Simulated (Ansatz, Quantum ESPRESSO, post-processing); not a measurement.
# Mo: work function by face, part 2 of 2

Aim: the work function of the low-index faces of Mo, their order, and how far the functional matters.

Quantum ESPRESSO 7.5; plane-wave DFT, PBE, GBRV ultrasoft pseudopotentials; geometry and cross-check by Ansatz 0.2.0 with PAW datasets.

So far. Step 11 (Potential by pp.x of (100)): On (100) the work function under LDA lies +0.28 eV from PBE's. Step 12 (Relaxation with Ansatz of (111)): The relaxation lowers the energy by 57 meV an atom. Held were the atoms numbered 3, 4, 5, 6 and 7; the forces quoted are those on the free ones.

## 14. Potential by pp.x of (111)

The input, 111.pbe.pot.in:

```
&inputpp
  prefix = '111.pbe'
  outdir = './out'
  filplot = '111.pbe.pot.dat'
  plot_num = 11
/
```

Started as:

```bash
$ OMP_NUM_THREADS=1 mpirun -n 4 pp.x -in 111.pbe.pot.in > 111.pbe.pot.out
```

Wall time 0.95 s (4 MPI ranks of Arm Neoverse V2, shared host); peak memory 0.14 GiB; 3.5 s of CPU time.

This step gave:

| Quantity | Value |
| --- | --- |
| work function of the upper face | 3.897 eV |
| slope of the potential above | 5.25e-4 eV/Å |
| upper vacuum line continued to the top atoms, over the Fermi level | 3.894 eV |
| work function of the lower face | 3.897 eV |
| slope of the potential below | -3.92e-4 eV/Å |
| lower vacuum line continued to the bottom atoms, over the Fermi level | 3.894 eV |

Electrostatic potential energy of an electron; zero at the Fermi level. The potential energy, planar mean by z:

z (Å), potential energy, planar mean (eV) and a bar from the least value:
```
        0        3.9 ##############################
        1        3.9 ##############################
        2        3.9 ##############################
        3        3.9 ##############################
        4        3.9 ##############################
        5        3.9 ##############################
        6        3.7 ##############################
        7        2.4 ############################
        8      -11.5 ##########
        9      -18.8 
       10      -16.8 ###
       11      -16.2 ###
       12      -15.9 ####
       13      -15.9 ####
       14      -18.0 #
       15      -16.3 ###
       16        1.1 ##########################
       17        3.6 ##############################
       18        3.9 ##############################
       19        3.9 ##############################
       20        3.9 ##############################
       21        3.9 ##############################
       22        3.9 ##############################
       23        3.9 ##############################
```

## 15. Ground state of (111), LDA

Level of this step: plane-wave DFT, LDA, GBRV ultrasoft pseudopotentials (Quantum ESPRESSO 7.5).

The input, 111.lda.in:

```
&control
  prefix = '111.lda'
  outdir = './out'
  pseudo_dir = './pseudo'
  calculation = 'scf'
  tprnfor = .true.
/
&system
  ibrav = 0
  nat = 9
  ntyp = 1
  ecutwfc = 40
  ecutrho = 200
  occupations = 'smearing'
  smearing = 'mv'
  degauss = 0.02
/
&electrons
  conv_thr = 1e-07
  mixing_beta = 0.4
  electron_maxstep = 120
  mixing_mode = 'local-TF'
/
ATOMIC_SPECIES
  Mo  95.9500  mo_lda_v1.uspp.F.UPF
CELL_PARAMETERS angstrom
  4.45477272149715 0.00000000002887 0.00000000000000
  2.22738636072357 3.85794634491690 0.00000000000000
  0.00000000000000 0.00000000000000 23.27461339180000
ATOMIC_POSITIONS crystal
  Mo  0.333333333333 0.333333333333 0.354402067270
  Mo  0.666666666667 0.666666666667 0.386195623141
  Mo  0.000000000000 0.000000000000 0.421861071700
  Mo  0.333333333333 0.333333333333 0.460930535800
  Mo  0.666666666667 0.666666666667 0.500000000000
  Mo  0.000000000000 0.000000000000 0.539069464200
  Mo  0.333333333333 0.333333333333 0.578138928300
  Mo  0.666666666667 0.666666666667 0.613804368415
  Mo  -0.000000000000 -0.000000000000 0.645597926103
K_POINTS automatic
  6 6 1 0 0 0
```

Started as:

```bash
$ OMP_NUM_THREADS=1 mpirun -n 4 pw.x -nk 2 -in 111.lda.in > 111.lda.out
```

The job ended after 73 s (4 MPI ranks; peak memory 0.8 GiB; 4.9 min of CPU time).

Read from the output:

- free energy: -17074.0000 eV
- Fermi energy: 4.772 eV

## 16. Electrostatic potential of (111)

The input, 111.lda.pot.in:

```
&inputpp
  prefix = '111.lda'
  outdir = './out'
  filplot = '111.lda.pot.dat'
  plot_num = 11
/
```

Started as:

```bash
$ OMP_NUM_THREADS=1 mpirun -n 4 pp.x -in 111.lda.pot.in > 111.lda.pot.out
```

Run time: 0.92 s. Hardware: 4 MPI ranks; peak memory 0.14 GiB; 3.3 s of CPU time.

This step gave:

```
work function of the upper face                                       : 4.165 eV
slope of the potential above                                          : 3.36e-4 eV/Å
upper vacuum line continued to the top atoms, over the Fermi level    : 4.163 eV
work function of the lower face                                       : 4.165 eV
slope of the potential below                                          : -2.48e-4 eV/Å
lower vacuum line continued to the bottom atoms, over the Fermi level : 4.163 eV
```

On (111) the work function under LDA lies +0.27 eV from PBE's.

## 17. The series side by side

All levels:

```csv
level,work function (eV),"Ansatz, PBE (eV)",CPU time (s)
"(110), PBE",4.579,4.547,434.1
"(110), LDA",4.852,-,454
"(100), PBE",3.929,3.916,191
"(100), LDA",4.213,-,196.6
"(111), PBE",3.897,3.876,339.5
"(111), LDA",4.165,-,291.4
```

## 18. The arithmetic

For (110) under PBE, on the run's own zero: φ = 13.844 − (9.265) = 4.579 eV.

## 19. Outcome

```json
{"work function of (110), PBE": "4.58 eV", "work function of (110), LDA": "4.85 eV", "work function of (100), PBE": "3.93 eV", "work function of (100), LDA": "4.21 eV", "work function of (111), PBE": "3.90 eV", "work function of (111), LDA": "4.16 eV"}
```

In words: Under PBE the work functions are 4.58 eV on (110), 3.93 eV on (100) and 3.90 eV on (111). In order of packing, from 7.02 to 17.19 Å² an atom, the faces are (110), (100) and (111). The work function falls in the same order, as Smoluchowski's picture of charge smoothing over rough faces expects, though faces within 0.08 eV of each other are not told apart by these slabs. LDA lies +0.27 to +0.28 eV from PBE on the same atoms, nearly a rigid shift. The top two spacings change by -3.9 and +1.2 % on (110), -10.8 and +2.4 % on (100) and -18.6 and -8.7 % on (111). Ansatz, with Fermi-Dirac smearing and its own datasets, agrees within 0.03 eV under PBE. The slabs are thin and unreconstructed, at the tabulated lattice constant; thickness and mesh leave some 0.05 to 0.1 eV open. PBE lies under the measured values on every face, as gradient-corrected functionals often do.

Computed beside measured:

| quantity | measured | PBE | LDA |
| --- | --- | --- | --- |
| work function of (110) (eV) | 4.95 | 4.58 (-0.37 eV) | 4.85 (-0.10 eV) |
| work function of (100) (reconstructs in reality) (eV) | 4.45 | 3.93 (-0.52 eV) | 4.21 (-0.24 eV) |
| work function of (111) (eV) | 4.52 | 3.90 (-0.62 eV) | 4.16 (-0.36 eV) |

Measured values from arxiv:1902.07811 (2019).

**Verdict.** The grades are ours: good and fair within 3 and 7 % for the work function of (110), 3 and 7 % for the work function of (100) and 3 and 7 % for the work function of (111). Other measurements of the same face can differ from the value quoted by 0.1 to 0.2 eV.

[Logs are printed without paths, hosts, clocks, repeated set-up lines and the standing remarks that a program may print on its own settings, such as how far it seeks lower states.]

[Hosts, paths, dates, database ids (printed as entryN), source tags and the programs' standing remarks are cut or masked in the printed files.]

[Maps of the electrostatic potential energy from Ansatz leave out the sawtooth potential of an applied field or a dipole correction, so their vacuum need not be flat; planar profiles and work functions include it.]
